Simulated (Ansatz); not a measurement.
## C on Pt(111): change of the work function

Wanted: Δφ(θ) for C/Pt(111), starting from the fcc site.

Main program and level: Ansatz 0.2.0; plane-wave DFT, PBEsol, Ansatz PAW, in the first sound run; inputs show where later runs differ.

Most raw output is cut from this account.

In doubt: Bader basins on short bonds can need a finer grid (steps 3, 4), which would bear on Bader charges.

### Step 1. Set-up

The cell holds 4 atoms: 4 Pt. Cell: a = 2.772 Å, b = 2.772 Å, c = 24.790 Å, α = 90.0°, β = 90.0°, γ = 60.0°. Vacuum lies along c.

### Step 2. The clean slab

The bare slab comes first, as the zero from which every change is counted. The two lowest layers are held at bulk places and the upper ones relax. The dipole correction removes the false field that a one-sided slab makes across the periodic vacuum, so each face gets a flat vacuum level of its own.

input.yaml reads:

```yaml
crystal:
  lattice:
    - [2.7718585823, 0.0, 0.0]
    - [1.3859292911, 2.4004999479, 0.0]
    - [0.0, 0.0, 24.7896391657]
  atoms:
    - { symbol: Pt, position: [0.0, 0.0, 0.3630549013] }
    - { symbol: Pt, position: [0.3333333333, 0.3333333333, 0.4543516338] }
    - { symbol: Pt, position: [0.6666666667, 0.6666666667, 0.5456483662] }
    - { symbol: Pt, position: [0.0, 0.0, 0.6369450987] }
kpoints:
  mp_grid: { grid: [12, 12, 1] }
hamiltonian:
  xc: pbesol
scf:
  occupations: { method: fermi_dirac, width: 0.1 }
  convergence: { dr2_threshold: 1.0e-08 }
efield:
  axis: 3
  dipole_correction: true
  ramp_position: 0.97
  ramp_width: 0.06
relax:
  f_tol: 0.02
  max_steps: 60
  constraints: [{ sites: [0, 1] }]
output:
  write_potential: true
  write_density: true
  volumetric_format: npy
```

Started as:

```console
$ ansatz run input.yaml --threads 4 --pin off --max-ram 12288MiB --backend cpu --events-out ev --progress --plain --runs-dir out
```

It took 13 s on 4 threads of Intel Xeon Platinum 8259CL at 2.50GHz (Skylake/Cascade Lake), shared host; peak memory 0.58 GiB; 48 s of CPU time.

Step by step:

```csv
step,energy less that of the first step (eV),largest force component (eV/Å)
1,0.0000,0.2115
2,0.0008,0.2685
3,-0.0024,0.0058
```

Relaxation step 2 was tried and not accepted.

The run keeps the 6 symmetry operations that it works with, so distortions that break them were not tested.

The atoms that moved most (Å):

```csv
atom,dx,dy,dz,length
Pt3,0.000,0.000,-0.026,0.026
Pt4,0.000,0.000,-0.021,0.021
```

Final coordinates:

```cif
data_structure
_symmetry_space_group_name_H-M 'P 1'
_symmetry_Int_Tables_number 1
_cell_length_a 2.7719
_cell_length_b 2.7719
_cell_length_c 24.7896
_cell_angle_alpha 90.000
_cell_angle_beta 90.000
_cell_angle_gamma 60.000
_cell_volume 164.95
loop_
_atom_site_label
_atom_site_type_symbol
_atom_site_fract_x
_atom_site_fract_y
_atom_site_fract_z
_atom_site_occupancy
Pt1 Pt 0.00000 0.00000 0.36305 1
Pt2 Pt 0.33333 0.33333 0.45435 1
Pt3 Pt 0.66667 0.66667 0.54459 1
Pt4 Pt 0.00000 0.00000 0.63609 1
```

Numbers from this step:

| Property | Result |
| --- | --- |
| energy at zero smearing | -49533.7955 eV |
| work function, upper face | 5.786 eV |
| dipole along the normal | -1.08e-4 e·Å |

Running mean over 2.263 Å of the planar mean; the ramp of the sawtooth is left out. Electron's electrostatic potential energy less the Fermi level against z:

```csv
z (Å),electron's electrostatic potential energy less the Fermi level (eV)
3.5,5.78
4.0,5.78
4.5,5.78
5.0,5.78
5.5,5.77
6.0,5.73
6.5,5.54
7.0,4.73
7.5,1.32
8.0,-4.88
8.5,-9.89
9.0,-11.5
9.5,-11.9
10.0,-12.0
10.5,-12.0
11.0,-12.1
11.5,-12.3
12.0,-12.5
12.5,-12.5
13.0,-12.4
13.5,-12.2
14.0,-12.1
14.5,-12.0
15.0,-11.9
15.5,-11.7
16.0,-11.1
16.5,-7.98
17.0,-1.87
17.5,3.39
18.0,5.25
18.5,5.66
19.0,5.76
19.5,5.78
20.0,5.78
20.5,5.79
21.0,5.79
21.5,5.79
```

The relaxation took 3 steps and lowered the energy by 0.0024 eV; the largest force on the free atoms ends at 0.0058 eV/Å.

The work function of the upper face is 5.79 eV.

### Step 3. The covered slab, k-mesh 6×6×1, coverage 0.25 ML

System of this step: Pt16C (C/Pt(111)). The cell holds 17 atoms: 16 Pt and 1 C. Its edges and angles: a = 5.544 Å, b = 5.544 Å, c = 26.159 Å, α = 90.0°, β = 90.0°, γ = 60.0°. Vacuum lies along c.

The clean slab as it ended is repeated in the plane and the adsorbate is set on one face; the cell's size fixes the coverage, and the k-mesh shrinks with it to keep the sampling density about even. Adsorbate and upper layers relax, since the dipole depends on the height.

input.yaml reads:

```yaml
crystal:
  lattice:
    - [5.5437171645, 1.0e-10, 0.0]
    - [2.7718585822, 4.8009998959, 0.0]
    - [0.0, 0.0, 26.1588668258]
  atoms:
    - { symbol: Pt, position: [0.0, 0.0, 0.3440516005] }
    - { symbol: Pt, position: [0.1666666667, 0.1666666667, 0.4305696088] }
    - { symbol: Pt, position: [0.3333333333, 0.3333333333, 0.5160858297] }
    - { symbol: Pt, position: [0.0, 0.0, 0.6027945842] }
    - { symbol: Pt, position: [0.0, 0.5, 0.3440516005] }
    - { symbol: Pt, position: [0.1666666667, 0.6666666667, 0.4305696088] }
    - { symbol: Pt, position: [0.3333333333, 0.8333333333, 0.5160858297] }
    - { symbol: Pt, position: [0.0, 0.5, 0.6027945842] }
    - { symbol: Pt, position: [0.5, 0.0, 0.3440516005] }
    - { symbol: Pt, position: [0.6666666667, 0.1666666667, 0.4305696088] }
    - { symbol: Pt, position: [0.8333333333, 0.3333333333, 0.5160858297] }
    - { symbol: Pt, position: [0.5, 0.0, 0.6027945842] }
    - { symbol: Pt, position: [0.5, 0.5, 0.3440516005] }
    - { symbol: Pt, position: [0.6666666667, 0.6666666667, 0.4305696088] }
    - { symbol: Pt, position: [0.8333333333, 0.8333333333, 0.5160858297] }
    - { symbol: Pt, position: [0.5, 0.5, 0.6027945842] }
    - { symbol: C, position: [0.1666666667, 0.1666666667, 0.6559483995] }
kpoints:
  mp_grid: { grid: [6, 6, 1] }
hamiltonian:
  xc: pbesol
scf:
  occupations: { method: fermi_dirac, width: 0.1 }
  convergence: { dr2_threshold: 1.0e-08 }
efield:
  axis: 3
  dipole_correction: true
  ramp_position: 0.97
  ramp_width: 0.06
relax:
  f_tol: 0.02
  max_steps: 60
  constraints: [{ sites: [0, 1, 4, 5, 8, 9, 12, 13] }]
output:
  bader: true
  dos: { projected: true, e_range: [-8, 4] }
  write_potential: true
  write_density: true
  volumetric_format: npy
  elf: true
```

Elapsed: 3.3 min, on 4 threads; peak memory 3 GiB; 13 min of CPU time.

Step by step:

```csv
step,energy less that of the first step (eV),largest force component (eV/Å)
1,0.0000,3.5541
2,-0.6667,2.2132
3,-0.8890,0.6379
4,-0.9250,0.0638
5,-0.9256,0.0083
```

Forces are held to the 6 operations that the run works with; a distortion that breaks them can't arise in this run.

The atoms that moved most (Å):

```csv
atom,dx,dy,dz,length
C17,0.000,0.000,-0.324,0.324
Pt4,-0.052,-0.030,0.136,0.148
Pt12,0.052,-0.030,0.136,0.148
Pt8,0.000,0.060,0.136,0.148
Pt15,0.000,0.000,0.084,0.084
Pt16,0.000,0.000,-0.054,0.054
Pt11,0.006,-0.004,0.004,0.008
Pt7,0.000,0.007,0.004,0.008
```

The relaxed structure:

```
Pt C
1.0
     5.54372    0.00000    0.00000
     2.77186    4.80100    0.00000
     0.00000    0.00000   26.15887
Pt C
16 1
Cartesian
  0.0000 0.0000 9.0000
  1.3859 0.8002 11.2632
  2.7655 1.5966 13.5041
  -0.0516 -0.0298 15.9042
  1.3859 2.4005 9.0000
  2.7719 3.2007 11.2632
  4.1578 4.0082 13.5041
  1.3859 2.4601 15.9042
  2.7719 0.0000 9.0000
  4.1578 0.8002 11.2632
  5.5501 1.5966 13.5041
  2.8235 -0.0298 15.9042
  4.1578 2.4005 9.0000
  5.5437 3.2007 11.2632
  6.9296 4.0008 13.5844
  4.1578 2.4005 15.7142
  1.3859 0.8002 16.8345
```

This step gave:

| Item | Value |
| --- | --- |
| energy at zero smearing | -198381.0867 eV |
| work function, upper face | 5.754 eV |
| work function, lower face | 5.793 eV |
| dipole along the normal | 0.005796 e·Å |
| step between the vacuum levels | -0.03940 eV |

Running mean over 2.263 Å of the planar mean; the ramp of the sawtooth is left out. Table of electron's electrostatic potential energy less the Fermi level by z:

```csv
z (Å),electron's electrostatic potential energy less the Fermi level (eV)
3.5,5.79
4.0,5.79
4.5,5.79
5.0,5.79
5.5,5.78
6.0,5.74
6.5,5.55
7.0,4.73
7.5,1.32
8.0,-4.88
8.5,-9.87
9.0,-11.5
9.5,-11.8
10.0,-12.0
10.5,-12.0
11.0,-12.1
11.5,-12.2
12.0,-12.2
12.5,-12.2
13.0,-12.2
13.5,-12.1
14.0,-11.8
14.5,-11.4
15.0,-11.5
15.5,-12.2
16.0,-12.7
16.5,-10.4
17.0,-4.63
17.5,1.22
18.0,4.31
18.5,5.42
19.0,5.68
19.5,5.74
20.0,5.75
20.5,5.75
21.0,5.75
21.5,5.75
22.0,5.75
22.5,5.75
23.0,5.75
```

The density of states has structure finer than the step of the table below, so its rows give means over 0.5 eV, whole bins alone (the curve runs from -8 to 1.98 eV). Peaks (eV: height): -4.36: 39.1, -3.82: 51.3, -3.19: 41.1, -3.04: 39.4, -2.41: 39.0, -1.56: 52.1, 1.23: 38.2.

Table of density of states by energy, zero at the Fermi level; means over each step:

energy (eV), density of states (states/eV a cell) and a bar from the least value:
```
     -7.5        3.2 
     -7.0       10.4 ########
     -6.5       13.9 #############
     -6.0       21.5 ######################
     -5.5       19.1 ###################
     -5.0       20.0 ####################
     -4.5       19.1 ###################
     -4.0       24.9 ##########################
     -3.5       28.5 ##############################
     -3.0       28.0 #############################
     -2.5       20.4 ####################
     -2.0       21.8 ######################
     -1.5       25.8 ###########################
     -1.0       21.3 #####################
     -0.5       23.2 ########################
      0.0       24.0 #########################
      0.5       10.0 ########
      1.0        7.7 #####
      1.5        4.7 ##
```

Projected DOS per atom over height of the atomic layer and energy from the Fermi level. Layers: Pt4 Pt4 Pt4 Pt4 C from below.

Values in states/eV, 22 rows by 5 columns, each cell a mean:
```
0.28 0.32 0.29 0.26 0.82
0.29 0.17 0.27 0.43 0.96
0.38 0.30 0.27 0.34 0.66
0.78 0.72 0.76 0.51 0.41
1.63 1.98 1.61 0.94 0.31
1.90 1.58 1.36 1.21 0.29
1.54 1.18 1.20 1.26 0.25
1.85 1.14 1.37 1.70 0.35
1.73 0.92 1.46 1.48 0.38
1.54 1.16 1.21 1.60 0.30
1.92 1.03 0.93 1.45 0.37
2.47 1.83 1.72 1.43 0.26
1.62 1.85 1.80 1.83 0.25
1.03 1.37 1.53 1.49 0.36
0.95 1.19 1.31 1.13 0.31
1.02 1.11 1.19 1.44 0.58
0.99 1.43 1.25 1.07 0.48
0.97 1.71 1.46 1.02 0.77
0.52 1.29 1.22 0.91 0.77
0.30 0.67 0.70 0.58 0.39
0.15 0.34 0.34 0.45 0.45
0.12 0.17 0.21 0.23 0.22
```
Columns: height of the atomic layer (Å) from 9 to 16.8 (not evenly spaced); rows upwards: energy from the Fermi level (eV) from -7.96 to 1.95.

Valence density in the ca plane at fractional y = 0.167, with atoms of Pt and C within 0.2 Å of it. It is the smooth field of the valence electrons, not physical close to the nuclei.

Values in units of 1e0 e/Å³, 8 rows by 16 columns, each cell a mean:
```
1.2 0.9 0.3 0.4 0.6 1.6 0.4 1.3 0.6 0.1 0.0 0.0 0.0 0.0 0.0 0.0
0.5 0.5 1.5 2.5 0.4 0.7 0.3 0.6 0.3 0.0 0.0 0.0 0.0 0.0 0.0 0.0
0.2 0.3 4.5 7.3 0.4 0.3 0.2 0.3 0.2 0.0 0.0 0.0 0.0 0.0 0.0 0.0
0.5 0.5 1.8 2.9 0.4 0.6 0.3 0.6 0.3 0.0 0.0 0.0 0.0 0.0 0.0 0.0
1.2 0.9 0.3 0.4 0.6 1.6 0.4 1.3 0.6 0.1 0.0 0.0 0.0 0.0 0.0 0.0
0.5 0.5 1.5 2.5 0.4 0.7 0.2 0.6 0.9 0.2 0.0 0.0 0.0 0.0 0.0 0.0
0.2 0.3 4.5 7.3 0.4 0.3 0.1 0.4 1.5 0.5 0.0 0.0 0.0 0.0 0.0 0.0
0.5 0.5 1.8 2.9 0.4 0.6 0.2 0.6 1.0 0.3 0.0 0.0 0.0 0.0 0.0 0.0
```
Columns run along c (16.0 Å, from fractional 0.32 to 0.93 of the cell), rows up along a (5.5 Å). Atoms in or near the plane, at fractional coordinates: Pt at (0.43, 0.17), Pt at (0.43, 0.67), C at (0.64, 0.17).

Electrostatic potential energy in the ca plane at fractional y = 0.167, with atoms of Pt and C within 0.2 Å of it. With pseudopotentials it is smooth inside the atoms' cores, unlike the true potential.

Ten even steps from '0' (-55 eV) to '9' (10 eV), each cell a mean:
```
85458998889986457897556899999999999999999999
85468998889986457897556899999999999999999999
87778985457887678998778999999999999999999999
99889851004898889999889999999999999999999999
99999830002799999999999999999999999999999999
99999840002799999999999999999999999999999999
98788873126898888998878999999999999999999999
86568988778987568998657899999999999999999999
85458999889986447897546899999999999999999999
86568987778986568998667899999999999999999999
98889873126898788999887668999999999999999999
99999840002799999999984017999999999999999999
99999830002799999999983006999999999999999999
98889851004898889999886348999999999999999999
87678986457887678998777789999999999999999999
```
Columns run along c (16.0 Å, from fractional 0.32 to 0.93 of the cell; values clipped at the 3rd and 97th percentile), rows up along a (5.5 Å). Atoms in or near the plane, at fractional coordinates: Pt at (0.43, 0.17), Pt at (0.43, 0.67), C at (0.64, 0.17).

ELF in the ca plane at fractional y = 0.167, with atoms of Pt and C within 0.2 Å of it. It is the smooth field of the valence electrons, not physical close to the nuclei.

Ten even steps from '0' (0.00) to '9' (0.81), each cell a mean:
```
34543223332234543233444444310000000000000000
34543223333234543233454332100000000000000000
33333334553333443223333321000000000000000000
33333347775333332222333321000000000000000000
23333358886333322112333321000000000000000000
33333357886333322112333321000000000000000000
33333336664333332223333321000000000000000000
34443223333334443223444321100000000000000000
34543223332235543233454333210000000000000000
34443223433334443223344566421000000000000000
33333336664333333222346899852000000000000000
33333357886333332111357469973100000000000000
23333358886333322111366249974100000000000000
33333347775333332212357789963100000000000000
34433334543333433223335788641000000000000000
```
Columns run along c (16.0 Å, from fractional 0.32 to 0.93 of the cell), rows up along a (5.5 Å). Atoms in or near the plane, at fractional coordinates: Pt at (0.43, 0.17), Pt at (0.43, 0.67), C at (0.64, 0.17).

The relaxation took 5 steps and lowered the energy by 0.93 eV; the largest force on the free atoms ends at 0.0083 eV/Å.

By hand: a sheet of dipoles makes a step −p/(ε₀A) in the electron's potential. With e/ε₀ = 180.95 V·Å, p = 0.005796 e·Å and A = 26.62 Å², that is −180.95 × (0.005796) / 26.62 = -0.039 eV, and the two vacuum levels of the run differ by -0.039 eV.

The covered face has 5.75 eV, -0.03 eV against the clean one; the bare back face has moved by +0.01 eV, a measure of how thin the slab is.

### Step 4. The covered slab, k-mesh 6×6×1, coverage 0.5 ML

System of this step: Pt8C (C/Pt(111)). The cell holds 18 atoms: 16 Pt and 2 C. Cell: a = 5.544 Å, b = 5.544 Å, c = 26.159 Å, α = 90.0°, β = 90.0°, γ = 60.0°. Vacuum lies along c.

Another coverage, to see how the dipoles act on each other as their distance changes.

Changes to input.yaml since step 3:

```diff
@@ -23,2 +23,3 @@
     - { symbol: C, position: [0.1666666667, 0.1666666667, 0.6559483995] }
+    - { symbol: C, position: [0.6666666667, 0.1666666667, 0.6559483995] }
 kpoints:
@@ -45,2 +46 @@
   volumetric_format: npy
-  elf: true
```

The job ended after 6.5 min (4 threads; peak memory 3.4 GiB; 25 min of CPU time).

Relaxation path:

```csv
step,energy less that of the first step (eV),largest force component (eV/Å)
1,0.0000,2.9746
2,-1.0039,1.8735
3,-1.2521,1.3822
4,-1.3497,0.1315
5,-1.3484,0.0249
6,-1.3531,0.0190
```

Relaxation step 5 was tried and not accepted.

Forces are held to the 4 operations that the run works with; a distortion that breaks them can't arise in this run.

The atoms that moved most (Å):

```csv
atom,dx,dy,dz,length
Pt4,0.000,-0.131,0.210,0.247
Pt12,0.000,-0.131,0.210,0.247
C18,0.000,0.039,-0.177,0.182
C17,0.000,0.039,-0.177,0.182
Pt16,0.000,-0.070,0.077,0.104
Pt8,0.000,-0.070,0.077,0.104
Pt7,0.000,-0.029,0.073,0.079
Pt15,0.000,-0.029,0.073,0.079
```

The relaxed structure:

```xyz
18
Lattice="5.5437 0.0000 0.0000 2.7719 4.8010 0.0000 0.0000 0.0000 26.1589" Properties=species:S:1:pos:R:3
Pt    0.0000    0.0000    9.0000
Pt    1.3859    0.8002   11.2632
Pt    2.7719    1.5686   13.4949
Pt    0.0000   -0.1310   15.9784
Pt    1.3859    2.4005    9.0000
Pt    2.7719    3.2007   11.2632
Pt    4.1578    3.9720   13.5737
Pt    1.3859    2.3309   15.8459
Pt    2.7719    0.0000    9.0000
Pt    4.1578    0.8002   11.2632
Pt    5.5437    1.5686   13.4949
Pt    2.7719   -0.1310   15.9784
Pt    4.1578    2.4005    9.0000
Pt    5.5437    3.2007   11.2632
Pt    6.9296    3.9720   13.5737
Pt    4.1578    2.3309   15.8459
C     1.3859    0.8393   16.9815
C     4.1578    0.8393   16.9815
```

This step gave:

```yaml
energy_at_zero_smearing: -198625.5886 eV
work_function_upper_face: 5.845 eV
work_function_lower_face: 5.825 eV
dipole_along_the_normal: -0.002999 e·Å
step_between_the_vacuum_levels: 0.02039 eV
```

The density of states has structure finer than the step of the table below, so its rows give means over 0.5 eV, whole bins alone (the curve runs from -8 to 1.98 eV). Peaks (eV: height): -4.93: 47.5, -4.84: 44.7, -3.85: 36.1, -3.31: 42.1, -3.16: 36.6, -1.59: 35.4, -0.75: 41.8.

The density of states by energy, zero at the Fermi level; means over each step:

```csv
energy (eV),density of states (states/eV a cell)
-7.5,6.31
-7.0,9.11
-6.5,17.0
-6.0,20.5
-5.5,22.7
-5.0,20.3
-4.5,20.4
-4.0,24.3
-3.5,26.6
-3.0,27.7
-2.5,21.5
-2.0,23.1
-1.5,24.0
-1.0,21.0
-0.5,23.7
0.0,23.3
0.5,10.0
1.0,7.71
1.5,6.17
```

Projected DOS per atom over height of the atomic layer and energy from the Fermi level. Layers: Pt4 Pt4 Pt4 Pt4 C2 from below.

Ten even steps from '_' (0.10 states/eV) to '@' (2.57 states/eV), each cell a mean:
```
__..__..::
________::
..____..::
::::::..::
**##++....
##**==::..
++==++--__
**==++==__
##--**==..
++--==++..
##======__
@@****++__
++##**++__
--++++++__
----++==__
--====++..
--++==**::
--**++==..
..======..
__::::--..
______::..
______::..
```
Columns: height of the atomic layer (Å) from 9 to 17.0 (not evenly spaced); rows upwards: energy from the Fermi level (eV) from -7.96 to 1.95.

The relaxation took 6 steps and lowered the energy by 1.4 eV; the largest force on the free atoms ends at 0.019 eV/Å.

The covered face has 5.84 eV, +0.06 eV against the clean one; the bare back face has moved by +0.04 eV, a measure of how thin the slab is.

(Part 1 of 2 ends here.)

[Logs are printed without paths, hosts, clocks, repeated set-up lines and the standing remarks that a program may print on its own settings, such as how far it seeks lower states.]

[Hosts, paths, dates, database ids (printed as entryN), source tags and the programs' standing remarks are cut or masked in the printed files.]

[Maps of the electrostatic potential energy from Ansatz leave out the sawtooth potential of an applied field or a dipole correction, so their vacuum need not be flat; planar profiles and work functions include it.]

[The density of states shown here was stored with 400 of the rows of the run's finer table, so its peaks can read low, often by over a quarter, or be missed, and its means over a window can be off by a tenth or more.]
